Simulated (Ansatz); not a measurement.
# ZrTi2Cu: relaxing a made-up structure

Starting from a made-up structure for ZrTi2Cu, the aim is the relaxed cell, its shortest contacts and, where a second run follows, its electronic structure.

Calculated with Ansatz 0.2.0; DFT, PBEsol, plane-wave PAW, files of the set soft_1, scalar-relativistic, ferromagnetic start, cell and ions relaxed at zero pressure; PAW set soft_1.

**1. Set-up**

The structure is tetragonal, space group P4/nmm (No. 129). Conventional cell: a = 3.766 Å, b = 3.766 Å, c = 9.448 Å, α = 90.00°, β = 90.00°, γ = 90.00°. Nearest to Zr lie 8 Ti at 2.81 to 2.88 Å. Nearest to Cu lie 4 Ti at 2.51 Å and 4 Cu at 2.66 Å. Ti has 4 Ti at 2.66 Å and 4 Zr at 2.88 Å nearest. Nearest to Ti lie 4 Cu at 2.51 Å and 4 Zr at 2.81 Å. Farther neighbours are not listed.

**2. Relaxing cell and atoms**

The guess takes its coordinates from another compound and its volume from a rule, so the cell and any free coordinates are relaxed together.

input.yaml reads:

```yaml
crystal:
  lattice:
    - [3.766, 0.0, 0.0]
    - [0.0, 3.766, 0.0]
    - [0.0, 0.0, 9.448]
  atoms:
    - { symbol: Zr, position: [0.0, 0.5, 0.7312] }
    - { symbol: Zr, position: [0.5, 0.0, 0.2688] }
    - { symbol: Cu, position: [0.5, 0.5, 0.0], spin: 0.6 }
    - { symbol: Cu, position: [0.0, 0.0, 0.0], spin: 0.6 }
    - { symbol: Ti, position: [0.0, 0.0, 0.5], spin: 1.0 }
    - { symbol: Ti, position: [0.5, 0.5, 0.5], spin: 1.0 }
    - { symbol: Ti, position: [0.5, 0.0, 0.8248], spin: 1.0 }
    - { symbol: Ti, position: [0.0, 0.5, 0.1752], spin: 1.0 }
magnetization:
  spin_polarized: true
kpoints:
  mp_grid: { grid: [7, 7, 3] }
scf:
  occupations: { method: fermi_dirac, width: 0.05 }
hamiltonian:
  xc: pbesol
  pseudopotentials: { kind: paw, azcp: { folder: soft_1 }, xc_functional: pbe }
relax:
  f_tol: 0.015
  max_steps: 70
  cell: {}
output:
  forces: true
  stress: true
```

Launch:

```console
$ ansatz run input.yaml --threads 4 --pin off --max-ram 10240MiB --backend cpu --events-out ev --progress --plain --runs-dir out
```

Numbers of over 12 decimals in the logs are rounded to 6 here.

What it wrote:

```text
Engine: ansatz 0.2.0, aarch64-unknown-linux-gnu
Pseudopotentials: kind: paw
Pseudopotential: Zr, paw, valence charge 12, recommended cutoff 420 eV (normal), soft_1/Zr.paw.azcp
Pseudopotential: Cu, paw, valence charge 19, recommended cutoff 420 eV (normal), soft_1/Cu.paw.azcp
Pseudopotential: Ti, paw, valence charge 12, recommended cutoff 420 eV (normal), soft_1/Ti.paw.azcp
Functional definition: PBEsol
  exchange = pbesol_x
  correlation = pbesol_c
Crystal: 8 atoms, lattice volume = 133.999 Å³
Basis set: ecut = 420 eV, 2591 PW (Γ), exchange–correlation on 54×54×128 points (8 copies of the dense FFT grid, shifted against one another)
Bands: 70, of which v1, the nominal top of the filled ones, is band 55 counted from 1 (54 counted from 0)
Symmetry: 16 space group operations
Space group: P4/nmm (ITA 129), of the structure as read, at distance tolerance 5.1e-5 Å
Magnetic group: BNS 129.411 (UNI 1071), of the structure as read, at distance tolerance 5.1e-5 Å
k-points: 20 of 147
Non-local potential: Zr, projectors of the file, l = 0: 3, l = 1: 2, l = 2: 2, l = 3: 1
Non-local potential: Cu, projectors of the file, l = 0: 3, l = 1: 2, l = 2: 3, l = 3: 1
Non-local potential: Ti, projectors of the file, l = 0: 3, l = 1: 2, l = 2: 3, l = 3: 1
PAW form: soft (Blöchl's): semilocal exchange-correlation on the pseudo side does not see the compensation charge
PAW frozen core: Zr, regenerated for the run's functional, and the local potential with it (the file was generated under x = pbe(κ = 0.804, μ = 0.219515), c = pbe(β = 0.066725))
PAW frozen core: Cu, regenerated for the run's functional, and the local potential with it (the file was generated under x = pbe(κ = 0.804, μ = 0.219515), c = pbe(β = 0.066725))
PAW frozen core: Ti, regenerated for the run's functional, and the local potential with it (the file was generated under x = pbe(κ = 0.804, μ = 0.219515), c = pbe(β = 0.066725))
PAW one-centre angular grid: Zr, 590 points (default); XC on 64 Gauss nodes
PAW one-centre angular grid: Cu, 590 points (default); XC on 64 Gauss nodes
PAW one-centre angular grid: Ti, 590 points (default); XC on 64 Gauss nodes
Initial density: superposition of atomic densities (chi_scale 0.1, normalization cell)
Starting moments: Σ|m| = 5.2 μB on 6 of 8 sites
Initial wavefunctions: pseudopotential atomic-orbital guess
Functional: x = pbesol(κ = 0.804, μ = 0.123457), c = pbesol(β = 0.046)
SCF iter   1: F=—  HF=-31338.887545 eV  |F-HF|=—  |Δ(HF+E_count)|=         —  Δρ=2.36e-1 (↑2.36e-1 ↓2.19e-1)  dr2=3.20e2  dr2_m=7.13e-1  M=2.001 μB ∫|m|=2.600 μB  β_m=0.30  ethr=3.10e-3  ⟨swp⟩=5.0  Hψ=8658  notcnv=0
Mixer restart at iter 1: flushing history
preconditioner: auto → Kerker (q_TF=auto, 2.640 Å⁻¹)  [metal: Δε(μ)=0.003 eV  Ē_g=3.942 eV  σ=0.050 eV  W_gap=0.01  n_scr=46 (ndim 8)  ℏωp=21.8 eV  f_vac=0.000  D(μ)=11.76/eV (n_scr^D=158)]
spin=Collinear: Kerker preconditioning applied to the charge; magnetization (m = ρ↑ − ρ↓) channel mixes plain (no charge-response kernel on spin).
SCF iter   2: F=—  HF=-31341.304880 eV  |F-HF|=—  |Δ(HF+E_count)|=    2.42e0  Δρ=1.13e-1 (↑1.13e-1 ↓1.10e-1)  dr2=3.46e1  dr2_m=4.13e-1  M=2.170 μB ∫|m|=2.266 μB  β_m=0.26  ethr=3.10e-3  ⟨swp⟩=3.9  Hψ=8851  notcnv=0  defer=135
SCF iter   3: F=—  HF=-31330.064338 eV  |F-HF|=—  |Δ(HF+E_count)|=    1.12e1  Δρ=4.59e-2 (↑4.59e-2 ↓4.16e-2)  dr2=5.43e0  dr2_m=3.27e-1  M=1.911 μB ∫|m|=2.074 μB  β_m=0.40  ethr=3.10e-3  ⟨swp⟩=4.0  Hψ=7409  notcnv=0  defer=173
SCF iter   4: F=—  HF=-31329.080017 eV  |F-HF|=—  |Δ(HF+E_count)|=   9.84e-1  Δρ=2.74e-2 (↑2.74e-2 ↓2.40e-2)  dr2=6.21e0  dr2_m=1.44e-1  M=1.451 μB ∫|m|=1.706 μB  β_m=0.52  ethr=3.10e-3  ⟨swp⟩=3.0  Hψ=6030  notcnv=0  defer=178
SCF iter   5: F=—  HF=-31329.237590 eV  |F-HF|=—  |Δ(HF+E_count)|=   1.58e-1  Δρ=8.89e-3 (↑8.89e-3 ↓5.67e-3)  dr2=3.81e-1  dr2_m=4.20e-2  M=1.046 μB ∫|m|=1.175 μB  β_m=0.61  ethr=3.10e-3  ⟨swp⟩=2.2  Hψ=4262  notcnv=0  defer=151
SCF iter   6: F=—  HF=-31329.340081 eV  |F-HF|=—  |Δ(HF+E_count)|=   1.02e-1  Δρ=9.66e-3 (↑9.66e-3 ↓7.54e-3)  dr2=2.71e-1  dr2_m=1.16e-2  M=0.672 μB ∫|m|=0.736 μB  β_m=0.81  ethr=3.46e-4  ⟨swp⟩=2.5  Hψ=4211  notcnv=0  defer=148
SCF iter   7: F=—  HF=-31329.373348 eV  |F-HF|=—  |Δ(HF+E_count)|=         —  Δρ=8.16e-3 (↑8.16e-3 ↓6.27e-3)  dr2=2.08e-1  dr2_m=1.80e-2  M=0.218 μB ∫|m|=0.272 μB  β_m=0.81  ethr=2.47e-4  ⟨swp⟩=2.4  Hψ=3675  notcnv=0  defer=125
SCF iter   8: F=—  HF=-31329.370887 eV  |F-HF|=—  |Δ(HF+E_count)|=   2.46e-3  Δρ=6.23e-3 (↑6.23e-3 ↓5.42e-3)  dr2=1.84e-1  dr2_m=2.89e-3  M=0.095 μB ∫|m|=0.141 μB  β_m=0.82  ethr=1.89e-4  ⟨swp⟩=1.3  Hψ=2815  notcnv=0  defer=126
SCF iter   9: F=—  HF=-31329.364536 eV  |F-HF|=—  |Δ(HF+E_count)|=   6.35e-3  Δρ=3.81e-3 (↑3.81e-3 ↓3.31e-3)  dr2=6.87e-2  dr2_m=5.53e-4  M=0.034 μB ∫|m|=0.080 μB  β_m=0.91  ethr=1.67e-4  ⟨swp⟩=2.0  Hψ=3250  notcnv=0  defer=126
SCF iter  10: F=—  HF=-31329.358912 eV  |F-HF|=—  |Δ(HF+E_count)|=   5.62e-3  Δρ=9.53e-4 (↑9.53e-4 ↓8.60e-4)  dr2=6.86e-3  dr2_m=4.04e-5  M=-0.000 μB ∫|m|=0.030 μB  β_m=0.95  ethr=6.25e-5  ⟨swp⟩=1.8  Hψ=2975  notcnv=0  defer=126
SCF iter  11: F=—  HF=-31329.358468 eV  |F-HF|=—  |Δ(HF+E_count)|=   4.45e-4  Δρ=4.52e-4 (↑4.52e-4 ↓3.72e-4)  dr2=1.26e-3  dr2_m=8.56e-6  M=-0.000 μB ∫|m|=0.013 μB  β_m=0.92  ethr=6.24e-6  ⟨swp⟩=1.4  Hψ=2980  notcnv=0  defer=120
SCF iter  12: F=—  HF=-31329.358390 eV  |F-HF|=—  |Δ(HF+E_count)|=   7.79e-5  Δρ=1.50e-4 (↑1.50e-4 ↓1.16e-4)  dr2=7.02e-5  dr2_m=1.81e-6  M=-0.000 μB ∫|m|=0.005 μB  β_m=0.96  ethr=1.14e-6  ⟨swp⟩=1.7  Hψ=2884  notcnv=0  defer=120
SCF iter  13: F=—  HF=-31329.358394 eV  |F-HF|=—  |Δ(HF+E_count)|=   3.95e-6  Δρ=4.19e-5 (↑4.03e-5 ↓4.19e-5)  dr2=4.42e-6  dr2_m=4.48e-7  M=-0.002 μB ∫|m|=0.002 μB  β_m=0.83  ethr=6.38e-8  ⟨swp⟩=2.0  Hψ=3582  notcnv=0  defer=117
SCF iter  14: F=—  HF=-31329.358394 eV  |F-HF|=—  |Δ(HF+E_count)|=   1.01e-7  Δρ=3.26e-5 (↑2.86e-5 ↓3.26e-5)  dr2=4.90e-6  dr2_m=6.49e-8  M=-0.001 μB ∫|m|=0.001 μB  β_m=0.72  ethr=4.01e-9  ⟨swp⟩=2.0  Hψ=5037  notcnv=0  defer=117
SCF iter  15: F=—  HF=-31329.358393 eV  |F-HF|=—  |Δ(HF+E_count)|=   3.18e-7  Δρ=5.05e-6 (↑3.70e-6 ↓5.05e-6)  dr2=4.81e-8  dr2_m=1.71e-8  M=-0.000 μB ∫|m|=0.001 μB  β_m=0.78  ethr=4.01e-9  ⟨swp⟩=2.0  Hψ=3236  notcnv=0  defer=117
SCF iter  16: F=—  HF=-31329.358394 eV  |F-HF|=—  |Δ(HF+E_count)|=   3.37e-8  Δρ=2.95e-6 (↑2.55e-6 ↓2.95e-6)  dr2=2.14e-8  dr2_m=3.24e-9  M=-0.000 μB ∫|m|=0.000 μB  β_m=0.78  ethr=4.37e-11  ⟨swp⟩=2.0  Hψ=4257  notcnv=0  defer=117
[...]
relax step   8: F+E_penalty+E_count = -31330.95888168 eV  Δ(F+E_penalty+E_count) = -1.479e-3 eV  max|allowed force component| = 5.102e-2 eV/Å  Δτ_max = 0.0192 Å  P = +0.303 GPa  Ω = 133.142 Å³  energy of the carried Pulay correction = +1.877e-4 eV  (9 SCF iters, dr2 threshold 3.76e-7 eV, accepted)
relax step   9: F+E_penalty+E_count = -31330.95712501 eV  Δ(F+E_penalty+E_count) = +1.757e-3 eV  max|allowed force component| = 2.035e-2 eV/Å  Δτ_max = 0.0025 Å  P = -0.749 GPa  Ω = 134.257 Å³  energy of the carried Pulay correction = -5.640e-5 eV  (11 SCF iters, dr2 threshold 2.94e-7 eV, rejected (line search))
relax step  10: F+E_penalty+E_count = -31330.95942886 eV  Δ(F+E_penalty+E_count) = -5.472e-4 eV  max|allowed force component| = 1.179e-3 eV/Å  Δτ_max = 0.0063 Å  P = +0.003 GPa  Ω = 133.442 Å³  energy of the carried Pulay correction = +1.217e-4 eV  (15 SCF iters, accepted)
relax step  11: F+E_penalty+E_count = -31330.97234534 eV  Δ(F+E_penalty+E_count) = -1.292e-2 eV  max|allowed force component| = 1.917e-3 eV/Å  Δτ_max = 0.0000 Å  P = +0.226 GPa  Ω = 133.442 Å³  stress off target by 3.48e-1 GPa  SCF on the basis re-selected at this cell (its energy is not comparable with the rows above)  (14 SCF iters)
relax step  12: F+E_penalty+E_count = -31330.97315452 eV  Δ(F+E_penalty+E_count) = -8.092e-4 eV  max|allowed force component| = 3.360e-3 eV/Å  Δτ_max = 0.0011 Å  P = +0.041 GPa  Ω = 133.661 Å³  energy of the carried Pulay correction = -4.111e-5 eV  (8 SCF iters, dr2 threshold 3.02e-7 eV, accepted)
iter 1 solved again at ethr=6.68e-8 eV; its pass at ethr=3.10e-3 eV (dr2=7.35e-5 eV) is discarded
SCF iter   1: F=—  HF=-31330.973209 eV  |F-HF|=—  |Δ(HF+E_count)|=         —  Δρ=8.38e-5 (↑8.38e-5 ↓8.38e-5)  dr2=7.82e-7  dr2_m=2.41e-11  M=-0.000 μB ∫|m|=0.000 μB  β_m=0.65  ethr=6.68e-8  ⟨swp⟩=3.0  Hψ=16122  notcnv=0
preconditioner: auto → Kerker (q_TF=auto, 2.207 Å⁻¹)  [metal: Δε(μ)=0.054 eV  Ē_g=4.101 eV  σ=0.050 eV  W_gap=0.26  n_scr=20 (ndim 8)  ℏωp=21.8 eV  f_vac=0.000  D(μ)=7.11/eV (n_scr^D=58)]
spin=Collinear: Kerker preconditioning applied to the charge; magnetization (m = ρ↑ − ρ↓) channel mixes plain (no charge-response kernel on spin).
SCF iter   2: F=—  HF=-31330.973200 eV  |F-HF|=—  |Δ(HF+E_count)|=   9.71e-6  Δρ=3.02e-5 (↑3.02e-5 ↓3.02e-5)  dr2=1.68e-7  dr2_m=1.31e-11  M=-0.000 μB ∫|m|=0.000 μB  β_m=0.64  ethr=7.11e-10  ⟨swp⟩=1.2  Hψ=2810  notcnv=0
SCF iter   3: F=—  HF=-31330.973198 eV  |F-HF|=—  |Δ(HF+E_count)|=   1.26e-6  Δρ=1.26e-5 (↑1.26e-5 ↓1.26e-5)  dr2=4.96e-7  dr2_m=4.45e-12  M=-0.000 μB ∫|m|=0.000 μB  β_m=0.43  ethr=1.53e-10  ⟨swp⟩=2.0  Hψ=4982  notcnv=0  recentre
SCF iter   4: F=—  HF=-31330.973198 eV  |F-HF|=—  |Δ(HF+E_count)|=   1.06e-7  Δρ=5.22e-7 (↑5.22e-7 ↓4.84e-7)  dr2=3.69e-9  dr2_m=3.81e-12  M=-0.000 μB ∫|m|=0.000 μB  β_m=0.56  ethr=1.53e-10  ⟨swp⟩=2.0  Hψ=4948  notcnv=0
SCF iter   5: F=—  HF=-31330.973207 eV  |F-HF|=—  |Δ(HF+E_count)|=   8.55e-6  Δρ=2.78e-7 (↑2.78e-7 ↓2.65e-7)  dr2=7.37e-10  dr2_m=9.27e-13  M=-0.000 μB ∫|m|=0.000 μB  β_m=0.78  ethr=3.36e-12  ⟨swp⟩=2.0  Hψ=4433  notcnv=0
SCF iter   6: F=—  HF=-31330.973207 eV  |F-HF|=—  |Δ(HF+E_count)|=  3.42e-10  Δρ=1.19e-7 (↑1.16e-7 ↓1.19e-7)  dr2=1.06e-10  dr2_m=1.25e-14  M=-0.000 μB ∫|m|=0.000 μB  β_m=0.80  ethr=1.00e-12  ⟨swp⟩=2.0  Hψ=3765  notcnv=0
SCF iter   7: F=—  HF=-31330.973207 eV  |F-HF|=—  |Δ(HF+E_count)|=  2.33e-10  Δρ=4.40e-8 (↑3.68e-8 ↓4.40e-8)  dr2=1.96e-11  dr2_m=4.01e-14  M=-0.000 μB ∫|m|=0.000 μB  β_m=0.90  ethr=1.00e-12  ⟨swp⟩=2.0  Hψ=3050  notcnv=0
SCF iter   8: F=-31330.973207 eV  HF=-31330.973207 eV  |F-HF|=4.73e-11  |Δ(HF+E_count)|=  5.09e-11  Δρ=6.35e-8 (↑5.79e-8 ↓6.35e-8)  dr2=5.19e-11  dr2_m=1.03e-14  M=-0.000 μB ∫|m|=0.000 μB  ethr=1.00e-12  ⟨swp⟩=2.0  Hψ=7444  notcnv=0
the starting moments were not kept: the SCF closed with an absolute magnetisation of 8.1e-7 μB, where they sum to 5.2 μB in size (6 sites). That is at most 0.1 of that sum. Measured as dr2_m measures the in/out step, that magnetisation stands 5.8e-14 eV from none, at or under the dr2_threshold of 8.0e-11 eV: it is no larger than a step whose dr2_m would equal this threshold.
SCF 13 converged in 8 iterations: F = -31330.973207 eV  dr2 = 5.19e-11
relax step  13: F+E_penalty+E_count = -31330.97320679 eV  Δ(F+E_penalty+E_count) = -5.226e-5 eV  max|allowed force component| = 3.211e-3 eV/Å  Δτ_max = 0.0000 Å  P = +0.041 GPa  Ω = 133.661 Å³  stress off target by 4.09e-2 GPa  SCF on the basis re-selected at this cell (its energy is not comparable with the rows above)  (8 SCF iters)
basis re-selected at this cell: Δ(F+E_penalty+E_count) = -5.226e-5 eV, ΔP = -0.000 GPa vs the last step (what re-selecting the basis moved, of the pressure what is left beyond the Pulay correction that the steps carried, after the strain that the cell walked since its last selection, with what the two solves' SCF thresholds leave and, on support functions, any second-order correction that the steps lacked; it is no m [...]
SCF converged after 8 iterations
Magnetization: -0.0000 μB (55.0000 up, 55.0000 down)
Absolute magnetization: 0.0000 μB (∫|ρ↑−ρ↓|, with the PAW one-centre terms)
Spin contamination: 0.0000 ħ² per cell (⟨S²⟩ above its minimum at these occupations)
Per-site moments (μB) at R_I (Å): [(1.2059792046658634e-9, 1.129317), (1.205979091955998e-9, 1.129317), (-2.0455148805374347e-9, 1.129317), (-2.045514946170517e-9, 1.129317), (8.043903562091641e-8, 1.191083), (8.043903569249153e-8, 1.191083), (-2.0122122691476572e-7, 1.145178), (-2.0122122674310968e-7, 1.145178)]
Free energy (F): -31330.973207 eV
Harris-Foulkes:  -31330.973207 eV  (|F-HF|=4.73e-11)
Internal energy: -31330.914728 eV  (E = F + TS)
E sigma→0 (E₀):  -31330.943967 eV
Entropy (-TS):   -0.058479 eV (-7.310 meV/atom)
Fermi energy:    14.554095 eV
--- Per-component energies (eV) ---
  E_band       = -1557.050908
  E_kinetic    = 2288.278389
  E_local      = -15991.863439  (includes V_loc(G=0)·N_el)
  E_nonlocal   = 2176.831131
  E_hartree    = 6728.412092
  E_xc         = -908.096168
  E_vxc        = -1125.973108  (∫ρ·V_xc dr)
  E_paw        = -13443.717225  (= ΣΔE_a)
  E_vpaw       = -2361.149844  (= ΣTr[D̂ρ^β])
  E_aug_tail   = 0.001579  (compensation charges beyond the density's cutoff)
  E_ewald      = -12182.062472
  E_core_change = 1.301385  (= ΣΔE_core)
  E_smearing   = -0.058479  (= −TS)
  E_closure    = 0.000000  (closes the sum)
  Σ components = -31330.973207   (vs F -31330.973207, Δ=0.00e0)
--- Forces (eV/Å), atoms counted from 1 ---
  atom   1  Zr     0.00000000     0.00000000     0.00035840
  atom   2  Zr    -0.00000000     0.00000000    -0.00035840
  atom   3  Cu    -0.00000000     0.00000000     0.00000000
  atom   4  Cu     0.00000000     0.00000000    -0.00000000
  atom   5  Ti     0.00000000     0.00000000     0.00000000
  atom   6  Ti     0.00000000     0.00000000    -0.00000000
  atom   7  Ti     0.00000000     0.00000000     0.00321064
  atom   8  Ti    -0.00000000     0.00000000    -0.00321064
  max |Σ_I F_I| component: 1.52e-18 eV/Å
--- Stress (GPa, compression-positive) ---
        0.040383       0.000000       0.000000
        0.000000       0.040383       0.000000
        0.000000       0.000000       0.040940
  P = ⅓ Tr σ = 0.0406 GPa (0.406 kbar)
--- Relaxed structure (11 steps of the walk, 9 accepted, 2 SCFs on fresh bases) ---
  F+E_penalty+E_count = -31330.97320679 eV   max|allowed force component| = 3.211e-3 eV/Å   (the final SCF, on the basis selected at the relaxed cell)
  cell:  # Å, volume = 133.6612 Å³
    - [4.187237, 0, 0.0]
    - [0, 4.187237, 0.0]
    - [0.0, 0.0, 7.623428]
  atoms:
    - { symbol: Zr, position: [0, 0.500000, 0.768598] }
    - { symbol: Zr, position: [0.500000, 0, 0.231402] }
    - { symbol: Cu, position: [0.500000, 0.500000, 0] }
    - { symbol: Cu, position: [0, 0, 0] }
    - { symbol: Ti, position: [0, 0, 0.5] }
    - { symbol: Ti, position: [0.500000, 0.500000, 0.5] }
    - { symbol: Ti, position: [0.500000, 0, 0.760845] }
    - { symbol: Ti, position: [0, 0.500000, 0.239155] }
```

It took 2 min on 4 threads of Arm Neoverse V1, shared host; peak memory 0.76 GiB; 7.8 min of CPU time.

Step by step:

| step | energy less that of the first step (eV) | largest force component (eV/Å) | pressure (GPa) | volume (Å³) |
| --- | --- | --- | --- | --- |
| 1 | 0.0000 | 1.5957 | 1.84 | 134.00 |
| 2 | -0.7262 | 0.7638 | 1.95 | 131.73 |
| 3 | -0.9722 | 0.3447 | 3.66 | 129.33 |
| 4 | -1.2321 | 0.5071 | 0.54 | 132.61 |
| 5 | -1.5238 | 0.4698 | 0.68 | 132.56 |
| 6 | -1.5126 | 0.4184 | 1.06 | 132.39 |
| 7 | -1.5990 | 0.0776 | 0.18 | 133.20 |
| 8 | -1.6005 | 0.0510 | 0.30 | 133.14 |
| 9 | -1.5987 | 0.0204 | -0.75 | 134.26 |
| 10 | -1.6010 | 0.0012 | 0.00 | 133.44 |
| 11* | -1.6140 | 0.0019 | 0.23 | 133.44 |
| 12 | -1.6148 | 0.0034 | 0.04 | 133.66 |
| 13* | -1.6148 | 0.0032 | 0.04 | 133.66 |

Relaxation steps marked * repeat the geometry before them on a plane-wave basis chosen anew for their cell, so energy and pressure can jump there. Relaxation steps 6, 9 were tried and not accepted.

The run keeps the 16 symmetry operations that it works with, so distortions that break them were not tested.

| cell as run | before | after | change |
| --- | --- | --- | --- |
| a (Å) | 3.766 | 4.187 | +11.2 % |
| b (Å) | 3.766 | 4.187 | +11.2 % |
| c (Å) | 9.448 | 7.623 | -19.3 % |
| volume (Å³/atom) | 16.75 | 16.71 | -0.3 % |

The atoms that moved most (Å, as changes of fractional coordinates times the final cell):

| atom | dx | dy | dz | length |
| --- | --- | --- | --- | --- |
| Ti7 | 0.000 | 0.000 | -0.488 | 0.488 |
| Ti8 | 0.000 | 0.000 | 0.488 | 0.488 |
| Zr1 | 0.000 | 0.000 | 0.285 | 0.285 |
| Zr2 | 0.000 | 0.000 | -0.285 | 0.285 |

Final coordinates:

```
Zr Cu Ti
1.0
     4.18724    0.00000    0.00000
     0.00000    4.18724    0.00000
     0.00000    0.00000    7.62343
Zr Cu Ti
2 2 4
Direct
  0.00000 0.50000 0.76860
  0.50000 0.00000 0.23140
  0.50000 0.50000 0.00000
  0.00000 0.00000 0.00000
  0.00000 0.00000 0.50000
  0.50000 0.50000 0.50000
  0.50000 0.00000 0.76085
  0.00000 0.50000 0.23915
```

This step gave:

```yaml
free_energy: -31330.9732 eV
energy_at_zero_smearing: -31330.9440 eV
smearing_term_ts: 0.05848 eV
fermi_energy: 14.55 eV
electrons: 110
symmetry_operations: 16
pressure: 0.04057 GPa
```

Shortest distances by pair of elements, guess and relaxed (not always the same contact):

| pair | guess (Å) | relaxed (Å) |
| --- | --- | --- |
| Cu–Zr | 3.162 | 2.738 |
| Cu–Ti | 2.507 | 2.776 |
| Ti–Ti | 2.663 | 2.887 |
| Ti–Zr | 2.806 | 2.928 |
| Cu–Cu | 2.663 | 2.961 |

The relaxation ends with a largest force component of 0.0032 eV/Å and a pressure of 0.04 GPa. The starting moments have collapsed: the run ends non-magnetic.

**3. What came out**

* space group, relaxed: P4/nmm
* conventional cell: a = 4.187, b = 4.187, c = 7.623 Å; α = 90.0°, β = 90.0°, γ = 90.0°
* volume per atom: 16.71 Å³ (guess 16.75)
* total moment: 0.00 μB in the cell of 8 atoms

What this shows: ZrTi2Cu relaxes to P4/nmm with a = 4.187, b = 4.187 and c = 7.623 Å. The guessed volume was near the relaxed one. The space group P4/nmm was held in the relaxation, so the end point is a stationary structure within it and may be a saddle against distortions or other arrangements. The moments died out from this one start and weren't seeded again at the relaxed cell. Mesh and cutoff weren't tested. A vector of the cell changed its length by 19 %, more than the volume shows. No dispersion term is used, so weakly bound directions may come out too long. Nothing here tests whether the compound is stable against decomposition.

[Logs are printed without paths, hosts, clocks, repeated set-up lines and the standing remarks that a program may print on its own settings, such as how far it seeks lower states.]

[Hosts, paths, dates, database ids (printed as entryN), source tags and the programs' standing remarks are cut or masked in the printed files.]
